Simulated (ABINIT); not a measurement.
# NaCl (Fm-3m): G0W0 with ABINIT, start to end, part 2 of 3

How does a plane-wave GW calculation on NaCl (Fm-3m) run from the first input to the gap?

ABINIT 10.8.3; PBE and many-body steps on it, plane waves. Known limits of the many-body steps: not at the basis limit; coarse k mesh.

So far. Step 2 (Ground state): The gap is direct, at Γ.

The database entry behind the starting cell differs from later determinations by our own check (an axis about 0.4 % short against later determinations), so it need not match the best structure at ambient conditions.

## (3) Bands along the symmetry lines

Level of this step: DFT, PBE, plane waves, norm-conserving pseudopotentials (ABINIT).

Levels along a band path, at the cheap level, show where the edges lie and whether the meshes to come will hold them.

Input file run.abi:

```
acell 3*1.0 Angstrom
rprim 
  0.000000000000 2.810000000000 2.810000000000
  2.810000000000 0.000000000000 2.810000000000
  2.810000000000 2.810000000000 0.000000000000
ntypat 2
znucl 11 17
natom 2
typat 1 2
xred 
  0.000000000000 0.000000000000 0.000000000000
  0.500000000000 0.500000000000 0.500000000000
pp_dirpath "pseudos"
pseudos "Na.upf, Cl.upf"
ecut 38
iscf -2
irdden 1
kptopt 0
nkpt 50
kpt 
  0.00000000 0.00000000 0.00000000
  0.06250000 0.00000000 0.06250000
  0.12500000 0.00000000 0.12500000
  0.18750000 0.00000000 0.18750000
  0.25000000 0.00000000 0.25000000
  0.31250000 0.00000000 0.31250000
  0.37500000 0.00000000 0.37500000
  0.43750000 0.00000000 0.43750000
  0.50000000 0.00000000 0.50000000
  0.51562500 0.03125000 0.51562500
  0.53125000 0.06250000 0.53125000
  0.54687500 0.09375000 0.54687500
  0.56250000 0.12500000 0.56250000
  0.57812500 0.15625000 0.57812500
  0.59375000 0.18750000 0.59375000
  0.60937500 0.21875000 0.60937500
  0.62500000 0.25000000 0.62500000
  0.37500000 0.37500000 0.75000000
  0.32812500 0.32812500 0.65625000
  0.28125000 0.28125000 0.56250000
  0.23437500 0.23437500 0.46875000
  0.18750000 0.18750000 0.37500000
  0.14062500 0.14062500 0.28125000
  0.09375000 0.09375000 0.18750000
  0.04687500 0.04687500 0.09375000
  0.00000000 0.00000000 0.00000000
  0.06250000 0.06250000 0.06250000
  0.12500000 0.12500000 0.12500000
  0.18750000 0.18750000 0.18750000
  0.25000000 0.25000000 0.25000000
  0.31250000 0.31250000 0.31250000
  0.37500000 0.37500000 0.37500000
  0.43750000 0.43750000 0.43750000
  0.50000000 0.50000000 0.50000000
  0.50000000 0.46875000 0.53125000
  0.50000000 0.43750000 0.56250000
  0.50000000 0.40625000 0.59375000
  0.50000000 0.37500000 0.62500000
  0.50000000 0.34375000 0.65625000
  0.50000000 0.31250000 0.68750000
  0.50000000 0.28125000 0.71875000
  0.50000000 0.25000000 0.75000000
  0.50000000 0.21875000 0.71875000
  0.50000000 0.18750000 0.68750000
  0.50000000 0.15625000 0.65625000
  0.50000000 0.12500000 0.62500000
  0.50000000 0.09375000 0.59375000
  0.50000000 0.06250000 0.56250000
  0.50000000 0.03125000 0.53125000
  0.50000000 0.00000000 0.50000000
istwfk *1
nband 15
nbdbuf 2
tolwfr 1e-08
nstep 40
prtwf 0
prtvol 0
indata_prefix "in"
outdata_prefix "out"
tmpdata_prefix "tmp"
```

Started as:

```console
OMP_NUM_THREADS=1 mpirun -n 4 abinit run.abi > log
```

Numbers of over 12 decimals in the logs are rounded to 6 here.

What it wrote:

```text
.Version 10.8.3 of ABINIT. v10.8.2 released Aug 2026.

 Symmetries : space group Fm -3 m (#225); Bravais cF (face-center cubic)
[... echo of the input left out ...]
== DATASET  1 ==================================================================
-   mpi_nproc: 4, omp_nthreads: 1 (-1 if OMP is not activated)

--- !DatasetInfo
iteration_state: {dtset: 1, }
dimensions: {natom: 2, nkpt: 50, mband: 15, nsppol: 1, nspinor: 1, nspden: 1, mpw: 3383, }
cutoff_energies: {ecut:  38.0, pawecutdg:  -1.0, }
electrons: {nelect:   1.60000000E+01, charge:   0.00000000E+00, occopt:   1.00000000E+00, tsmear:   1.00000000E-02, }

 Real(R)+Recip(G) space primitive vectors, cartesian coordinates (Bohr,Bohr^-1):
 R(1)=  0.0000000  5.3101304  5.3101304  G(1)= -0.0941596  0.0941596  0.0941596
 R(2)=  5.3101304  0.0000000  5.3101304  G(2)=  0.0941596 -0.0941596  0.0941596
 R(3)=  5.3101304  5.3101304  0.0000000  G(3)=  0.0941596  0.0941596 -0.0941596
 Unit cell volume ucvol=  2.9946465E+02 bohr^3
 Angles (23,13,12)=  6.00000000E+01  6.00000000E+01  6.00000000E+01 degrees

 getcut: wavevector=  0.0000  0.0000  0.0000  ngfft=  45  45  45
         ecut(hartree)=     38.000   => boxcut(ratio)=   2.11142

--- Pseudopotential description ------------------------------------------------
- Na Generated using ONCVPSP code by D. R. Hamann
- 11.00000   9.00000  171031                  znucl, zion, pspdat
12 -101130 1 -1 1992                          pspcod,pspxc,lmax,lloc,mmax
     nproj     2     2     0
  pspatm : epsatm=    9.36084378
         --- l  ekb(1:nproj) -->
             0    2.667291   -0.676599
             1   -6.743718   -2.407365
 pspatm: atomic psp has been read  and splines computed

- Cl Generated using ONCVPSP code by D. R. Hamann
- 17.00000   7.00000  171031                  znucl, zion, pspdat
12 -101130 2 -1 1028                          pspcod,pspxc,lmax,lloc,mmax
     nproj     2     2     2
  pspatm : epsatm=    9.12776517
         --- l  ekb(1:nproj) -->
             0    8.139296    0.698720
[...]
pspatm: atomic psp has been read  and splines computed

--------------------------------------------------------------------------------

================================================================================
 prteigrs : about to open file out_EIG
 Non-SCF case, kpt    1 (  0.00000  0.00000  0.00000), residuals and eigenvalues=
  2.58E-09  1.15E-09  3.77E-09  7.43E-09  2.51E-09  1.33E-09  6.31E-09  9.73E-09
  3.49E-09  2.08E-09  2.26E-09  7.12E-09  3.05E-09  6.99E-09  7.82E-09
 -1.8170E+00 -7.8519E-01 -7.8519E-01 -7.8519E-01 -4.8579E-01 -1.9794E-02
 -1.9794E-02 -1.9794E-02  1.6946E-01  3.8673E-01  3.8673E-01  3.8673E-01
[...]
Non-SCF case, kpt    2 (  0.06250  0.00000  0.06250), residuals and eigenvalues=
  3.04E-09  4.70E-09  1.48E-09  3.14E-09  3.80E-09  7.14E-09  3.57E-09  5.97E-09
[...]
8.37E-09  7.83E-09  2.01E-09  2.43E-09  5.74E-09  3.45E-09  1.93E-09  3.70E-09
  9.69E-09  1.43E-09  7.80E-09  7.66E-09  8.39E-09  2.32E-09  3.73E-06
[...]
Non-SCF case, kpt   49 (  0.50000  0.03125  0.53125), residuals and eigenvalues=
[...]
Non-SCF case, kpt   50 (  0.50000  0.00000  0.50000), residuals and eigenvalues=
[...]
-1.8170E+00 -7.8596E-01 -7.8550E-01 -7.8550E-01 -4.7135E-01 -8.1725E-02
 -4.2038E-02 -4.2038E-02  2.5761E-01  2.7614E-01  3.9902E-01  5.2701E-01
[...]
--- !ResultsGS
iteration_state: {dtset: 1, }
comment   : Summary of ground state results
lattice_vectors:
- [  0.0000000,   5.3101304,   5.3101304, ]
- [  5.3101304,   0.0000000,   5.3101304, ]
- [  5.3101304,   5.3101304,   0.0000000, ]
lattice_lengths: [   7.50966,    7.50966,    7.50966, ]
lattice_angles: [ 60.000,  60.000,  60.000, ] # degrees, (23, 13, 12)
lattice_volume:   2.9946465E+02
convergence: {deltae:  0.000E+00, res2:  0.000E+00, residm:  9.952E-09, diffor:  0.000E+00, }
etotal    :  -6.22461254E+01
entropy   :   0.00000000E+00
fermie    :  -1.97941144E-02
cartesian_stress_tensor: null
pressure_GPa: null
xred      :
- [  0.0000E+00,   0.0000E+00,   0.0000E+00, Na]
- [  5.0000E-01,   5.0000E-01,   5.0000E-01, Cl]
cartesian_forces: null
force_length_stats: {min: null, max: null, mean: null, }

 Integrated electronic density in atomic spheres:
 ------------------------------------------------
 Atom  Sphere_radius  Integrated_density
[...]
================================================================================

 ----iterations are completed or convergence reached----

 Mean square residual over all n,k,spin=   45.837E-10; max=  99.517E-10
 reduced coordinates (array xred) for    2 atoms
       0.000000000000      0.000000000000      0.000000000000
       0.500000000000      0.500000000000      0.500000000000

 cartesian coordinates (angstrom) at end:
    1      0.000000     0.000000     0.000000
    2      2.810000     2.810000     2.810000
 length scales=  1.889726125908  1.889726125908  1.889726125908 bohr
              =  1.000000000000  1.000000000000  1.000000000000 angstroms
 prteigrs : about to open file out_EIG
 Eigenvalues (hartree) for nkpt=  50  k points:
 kpt#   1, nband= 15, wtk=  1.00000, kpt=  0.0000  0.0000  0.0000 (reduced coord)
[...]
kpt#   2, nband= 15, wtk=  1.00000, kpt=  0.0625  0.0000  0.0625 (reduced coord)
[...]
kpt#   3, nband= 15, wtk=  1.00000, kpt=  0.1250  0.0000  0.1250 (reduced coord)
[...]
kpt#  49, nband= 15, wtk=  1.00000, kpt=  0.5000  0.0313  0.5313 (reduced coord)
  -1.81699   -0.78595   -0.78551   -0.78551   -0.47133   -0.08141   -0.04252   -0.04227
   0.25891    0.27732    0.39778    0.51051    0.52752    0.54647    0.59143
 kpt#  50, nband= 15, wtk=  1.00000, kpt=  0.5000  0.0000  0.5000 (reduced coord)
  -1.81699   -0.78596   -0.78550   -0.78550   -0.47135   -0.08172   -0.04204   -0.04204
   0.25761    0.27614    0.39902    0.52701    0.52701    0.53315    0.59152

== END DATASET(S) ==============================================================
================================================================================

 -outvars: echo values of variables after computation  --------
            nband          15
             nkpt          50
          spgroup         225
 [... the other variables as echoed above ...]

 Calculation completed.
```

Wall time 20 s (4 MPI ranks of Arm Neoverse N1, shared host); peak memory 0.31 GiB; 78 s of CPU time.

This step gave:

```yaml
gap: 5.150 eV
k_of_the_valence_top: 0, 0, 0
k_of_the_conduction_bottom: 0, 0, 0
least_direct_gap: 5.150 eV
```

The gap is 5.150 eV, as in the run before at this level.

The electronic bands at the labelled points (eV, zero at the top of the highest filled band; v1 is the highest filled band, c1 the lowest empty one):

```csv
point,v4,v3,v2,v1,c1,c2,c3,c4
Γ,-12.68,0.00,0.00,0.00,5.15,11.06,11.06,11.06
halfway,-12.47,-1.08,-0.32,-0.32,7.13,9.10,10.83,12.41
X,-12.29,-1.69,-0.61,-0.61,7.55,8.05,11.40,14.88
halfway,-12.28,-1.62,-0.77,-0.58,7.79,8.33,11.15,13.72
U,-12.28,-1.43,-1.13,-0.50,8.24,9.04,10.59,12.74
jump to K,-12.28,-1.43,-1.13,-0.50,8.24,9.04,10.59,12.74
halfway,-12.45,-1.24,-0.48,-0.16,7.32,9.68,10.76,11.84
Γ,-12.68,0.00,0.00,0.00,5.15,11.06,11.06,11.06
halfway,-12.51,-1.11,-0.14,-0.14,6.62,10.01,11.34,11.34
L,-12.34,-1.95,-0.27,-0.27,7.28,10.72,10.92,10.92
halfway,-12.30,-1.67,-0.77,-0.42,8.34,9.55,10.28,11.69
W,-12.27,-1.20,-1.20,-0.76,8.84,9.71,9.71,11.37
halfway,-12.28,-1.55,-0.80,-0.69,8.07,8.54,10.89,12.75
X,-12.29,-1.69,-0.61,-0.61,7.55,8.05,11.40,14.88
```

The electronic bands as a text plot (rows in eV, shown from -8.0 to 11.1 only):

```
   10.8 |++   +++++    ++++     +    ++++++    +++++++       ++
   10.0 |  +++             ++++++++++      +++++    +++++++++
    9.2 |     ++         +++                          +++++++
    8.4 |       ++++++++++++++++                      +     +++++
    7.6 |       +++++++++       +              +++++++        +++
    6.8 |    +++                 ++         +++
    6.0 |  ++                      ++    +++
    5.2 |++                          ++++
    4.4 |
    3.6 |
    2.8 |
    2.0 |
    1.2 |
    0.4 |*                           ****
   -0.4 | ****************************  *************************
   -1.2 |     *****     ***********         ***        ********
   -2.0 |          *****                       ********        **
   -2.8 |
   -3.6 |
   -4.4 |
   -5.2 |
   -6.0 |
   -6.8 |
   -7.6 |
         Γ           X  U|K            Γ         L        W     X
```

## (4) Empty states on the mesh, 4×4×4 mesh, 30 bands

The sums over transitions need many empty states on a uniform mesh; this step solves for them.

Input file run.abi:

```
acell 3*1.0 Angstrom
rprim 
  0.000000000000 2.810000000000 2.810000000000
  2.810000000000 0.000000000000 2.810000000000
  2.810000000000 2.810000000000 0.000000000000
ntypat 2
znucl 11 17
natom 2
typat 1 2
xred 
  0.000000000000 0.000000000000 0.000000000000
  0.500000000000 0.500000000000 0.500000000000
pp_dirpath "pseudos"
pseudos "Na.upf, Cl.upf"
ecut 38
ngkpt 4 4 4
nshiftk 1
shiftk 0 0 0
kptopt 1
chksymbreak 0
iscf -2
irdden 1
istwfk *1
nband 30
nbdbuf 4
tolwfr 1e-09
nstep 60
prtvol 0
indata_prefix "in"
outdata_prefix "out"
tmpdata_prefix "tmp"
```

What it wrote:

```text
.Version 10.8.3 of ABINIT. v10.8.2 released Aug 2026.

 Symmetries : space group Fm -3 m (#225); Bravais cF (face-center cubic)
[... echo of the input left out ...]
== DATASET  1 ==================================================================
-   mpi_nproc: 4, omp_nthreads: 1 (-1 if OMP is not activated)

--- !DatasetInfo
iteration_state: {dtset: 1, }
dimensions: {natom: 2, nkpt: 8, mband: 30, nsppol: 1, nspinor: 1, nspden: 1, mpw: 3383, }
cutoff_energies: {ecut:  38.0, pawecutdg:  -1.0, }
electrons: {nelect:   1.60000000E+01, charge:   0.00000000E+00, occopt:   1.00000000E+00, tsmear:   1.00000000E-02, }

 Real(R)+Recip(G) space primitive vectors, cartesian coordinates (Bohr,Bohr^-1):
 R(1)=  0.0000000  5.3101304  5.3101304  G(1)= -0.0941596  0.0941596  0.0941596
 R(2)=  5.3101304  0.0000000  5.3101304  G(2)=  0.0941596 -0.0941596  0.0941596
 R(3)=  5.3101304  5.3101304  0.0000000  G(3)=  0.0941596  0.0941596 -0.0941596
 Unit cell volume ucvol=  2.9946465E+02 bohr^3
 Angles (23,13,12)=  6.00000000E+01  6.00000000E+01  6.00000000E+01 degrees

 getcut: wavevector=  0.0000  0.0000  0.0000  ngfft=  45  45  45
         ecut(hartree)=     38.000   => boxcut(ratio)=   2.11142

--- Pseudopotential description ------------------------------------------------
- Na Generated using ONCVPSP code by D. R. Hamann
- 11.00000   9.00000  171031                  znucl, zion, pspdat
12 -101130 1 -1 1992                          pspcod,pspxc,lmax,lloc,mmax
     nproj     2     2     0
  pspatm : epsatm=    9.36084378
         --- l  ekb(1:nproj) -->
             0    2.667291   -0.676599
             1   -6.743718   -2.407365
 pspatm: atomic psp has been read  and splines computed

- Cl Generated using ONCVPSP code by D. R. Hamann
- 17.00000   7.00000  171031                  znucl, zion, pspdat
12 -101130 2 -1 1028                          pspcod,pspxc,lmax,lloc,mmax
     nproj     2     2     2
  pspatm : epsatm=    9.12776517
         --- l  ekb(1:nproj) -->
             0    8.139296    0.698720
[...]
pspatm: atomic psp has been read  and splines computed

--------------------------------------------------------------------------------

================================================================================
 prteigrs : about to open file out_EIG
 Non-SCF case, kpt    1 (  0.00000  0.00000  0.00000), residuals and eigenvalues=
  5.54E-10  1.25E-10  5.78E-11  6.82E-10  5.44E-10  2.05E-10  2.60E-10  4.55E-10
  2.00E-10  6.90E-11  2.09E-10  7.68E-10  2.56E-10  8.22E-10  5.43E-11  2.29E-10
  3.96E-10  7.70E-10  8.86E-11  5.47E-10  4.74E-10  7.18E-10  1.76E-10  6.00E-10
  7.61E-10  2.10E-10  3.55E-10  3.04E-08  1.79E-07  3.33E-07
 -1.8170E+00 -7.8519E-01 -7.8519E-01 -7.8519E-01 -4.8579E-01 -1.9794E-02
 -1.9794E-02 -1.9794E-02  1.6946E-01  3.8673E-01  3.8673E-01  3.8673E-01
  4.6359E-01  4.6359E-01  5.2942E-01  6.1328E-01  6.1328E-01  6.1328E-01
  8.6349E-01  9.2179E-01  9.2179E-01  9.2179E-01  9.9486E-01  9.9486E-01
  9.9486E-01  1.0605E+00  1.0605E+00  1.2483E+00  1.2483E+00  1.2483E+00
 prteigrs : prtvol=0 or 1, do not print more k-points.

--- !ResultsGS
iteration_state: {dtset: 1, }
comment   : Summary of ground state results
lattice_vectors:
- [  0.0000000,   5.3101304,   5.3101304, ]
- [  5.3101304,   0.0000000,   5.3101304, ]
- [  5.3101304,   5.3101304,   0.0000000, ]
lattice_lengths: [   7.50966,    7.50966,    7.50966, ]
lattice_angles: [ 60.000,  60.000,  60.000, ] # degrees, (23, 13, 12)
lattice_volume:   2.9946465E+02
convergence: {deltae:  0.000E+00, res2:  0.000E+00, residm:  1.000E-09, diffor:  0.000E+00, }
etotal    :  -6.22461254E+01
entropy   :   0.00000000E+00
fermie    :  -1.97941144E-02
cartesian_stress_tensor: null
pressure_GPa: null
xred      :
- [  0.0000E+00,   0.0000E+00,   0.0000E+00, Na]
- [  5.0000E-01,   5.0000E-01,   5.0000E-01, Cl]
cartesian_forces: null
force_length_stats: {min: null, max: null, mean: null, }

 Integrated electronic density in atomic spheres:
 ------------------------------------------------
 Atom  Sphere_radius  Integrated_density
[...]
================================================================================

 ----iterations are completed or convergence reached----

 Mean square residual over all n,k,spin=   39.049E-11; max=  99.997E-11
 reduced coordinates (array xred) for    2 atoms
       0.000000000000      0.000000000000      0.000000000000
       0.500000000000      0.500000000000      0.500000000000

 cartesian coordinates (angstrom) at end:
    1      0.000000     0.000000     0.000000
    2      2.810000     2.810000     2.810000
 length scales=  1.889726125908  1.889726125908  1.889726125908 bohr
              =  1.000000000000  1.000000000000  1.000000000000 angstroms
 prteigrs : about to open file out_EIG
 Eigenvalues (hartree) for nkpt=   8  k points:
 kpt#   1, nband= 30, wtk=  0.01563, kpt=  0.0000  0.0000  0.0000 (reduced coord)
  -1.81703   -0.78519   -0.78519   -0.78519   -0.48579   -0.01979   -0.01979   -0.01979
   0.16946    0.38673    0.38673    0.38673    0.46359    0.46359    0.52942    0.61328
   0.61328    0.61328    0.86349    0.92179    0.92179    0.92179    0.99486    0.99486
   0.99486    1.06047    1.06047    1.24826    1.24826    1.24826
 prteigrs : prtvol=0 or 1, do not print more k-points.

== END DATASET(S) ==============================================================
================================================================================

 -outvars: echo values of variables after computation  --------
            nband          30
             nkpt           8
          spgroup         225
 [... the other variables as echoed above ...]

 Calculation completed.
```

Run time: 8.5 s. Hardware: 4 MPI ranks; peak memory 0.28 GiB.

Numbers from this step:

* gap: 5.150 eV
* k of the valence top: 0, 0, 0
* k of the conduction bottom: 0, 0, 0
* least direct gap: 5.150 eV
* k points computed: 8
* lowest point of the top converged band, above the valence top: 27.90 eV

On this mesh the gap is 5.150 eV.

## (5) Screening, 4×4×4 mesh, 26 bands, screening to 87.1 eV

The RPA dielectric matrix is built and inverted for each q.

This step: RPA screening on PBE, plane waves, norm-conserving pseudopotentials.

run.abi: that of step 4 with these lines changed.

```diff
@@ -20,10 +20,11 @@
 chksymbreak 0
-iscf -2
-irdden 1
 istwfk *1
-nband 30
-nbdbuf 4
-tolwfr 1e-09
-nstep 60
-prtvol 0
+occopt 1
+irdwfk 1
+optdriver 3
+nband 26
+ecuteps 3.2
+inclvkb 2
+awtr 1
+symchi 1
 indata_prefix "in"
```

What it wrote:

```text
.Version 10.8.3 of ABINIT. v10.8.2 released Aug 2026.

 Symmetries : space group Fm -3 m (#225); Bravais cF (face-center cubic)
[... echo of the input left out ...]
== DATASET  1 ==================================================================
-   mpi_nproc: 4, omp_nthreads: 1 (-1 if OMP is not activated)

--- !DatasetInfo
iteration_state: {dtset: 1, }
dimensions: {natom: 2, nkpt: 8, mband: 26, nsppol: 1, nspinor: 1, nspden: 1, mpw: 3383, }
cutoff_energies: {ecut:  38.0, pawecutdg:  -1.0, }
electrons: {nelect:   1.60000000E+01, charge:   0.00000000E+00, occopt:   1.00000000E+00, tsmear:   1.00000000E-02, }

 SCREENING: Calculation of the susceptibility and dielectric matrices

 Based on a program developped by R.W. Godby, V. Olevano, G. Onida, and L. Reining.
 Incorporated in ABINIT by V. Olevano, G.-M. Rignanese, and M. Torrent.
.Using double precision arithmetic ; gwpc =  8

[... cell and pseudopotentials left out ...]
--------------------------------------------------------------------------------

 ==== K-mesh for the wavefunctions ====
 Number of points in the irreducible wedge :     8
[... list of points left out ...]
 Together with 48 symmetry operations and time-reversal symmetry
 yields    64 points in the full Brillouin Zone.

 ==== Q-mesh for the screening function ====
 Number of points in the irreducible wedge :     8
[... list of points left out ...]
 Together with 48 symmetry operations and time-reversal symmetry
 yields    64 points in the full Brillouin Zone.

 setmesh: FFT mesh size selected  =    27x   27x   27
          total number of points  =        19683

 vcoul_init : cutoff-mode = AUXILIARY_FUNCTION
 q-points for optical limit:   1
     1)      0.000010    0.000020    0.000030

- screening: taking advantage of time-reversal symmetry
- Maximum band index for partially occupied states nbvw = 8
- Remaining bands to be divided among processors   nbcw = 18
- Number of bands treated by each node ~4

 Number of electrons calculated from density =   16.0000; Expected =   16.0000
 average of density, n =  0.053429
 r_s =    1.6471
 omega_plasma =   22.2968 [eV]

 calculating chi0 at frequencies [eV] :
  1    0.000000E+00    0.000000E+00
  2    0.000000E+00    2.229681E+01

--------------------------------------------------------------------------------
  q-point number  1        q = ( 0.000000, 0.000000, 0.000000) [r.l.u.]
--------------------------------------------------------------------------------
[... chi0 elements left out ...]
 For q-point:  0.000010 0.000020 0.000030
  dielectric constant =   2.3555
  dielectric constant without local fields =   2.7714

  Average fulfillment of the sum rule on Im[epsilon] for q-point    1 :     26.52  [%]
[... wings left out ...]
  q-point number  2        q = ( 0.250000, 0.000000, 0.000000) [r.l.u.]
--------------------------------------------------------------------------------
[... chi0 elements left out ...]
  Average fulfillment of the sum rule on Im[epsilon] for q-point    2 :     42.63  [%]

 [... 6 further q-points ...]
```

Wall time 8 s (4 MPI ranks); peak memory 0.48 GiB; 32 s of CPU time.

Numbers from this step:

```
ε∞ with local fields, on this mesh, along the program's q direction : 2.356
the same without local fields                                       : 2.771
plasma frequency                                                    : 22.30 eV
plane waves in the screening matrix                                 : 65
```

Local fields lower ε∞ by 15 %. On a Γ-centred mesh this coarse the value itself is usually too large, while a short band sum pulls it down.

(Part 2 of 3 ends here.)

[Paths, hosts, dates, memory and timing lines, banners, echoed tables and standing remarks are left out of the program output.]

[Logs are printed without paths, hosts, clocks, repeated set-up lines and the standing remarks that a program may print on its own settings, such as how far it seeks lower states.]

[Runs of the session that timed out or met a known fault of the program may be left out.]

[Hosts, paths, dates, database ids (printed as entryN), source tags and the programs' standing remarks are cut or masked in the printed files.]

[G0W0 gaps are taken among the corrected bands and points alone; a level outside them can change the order at an edge.]

[Where Ansatz stands beside ABINIT at settings called matched, ABINIT's density can come from a denser mesh and the files from another edition; pairs whose starting gaps differed by over 0.03 eV were left out, so agreement reads better than it is.]
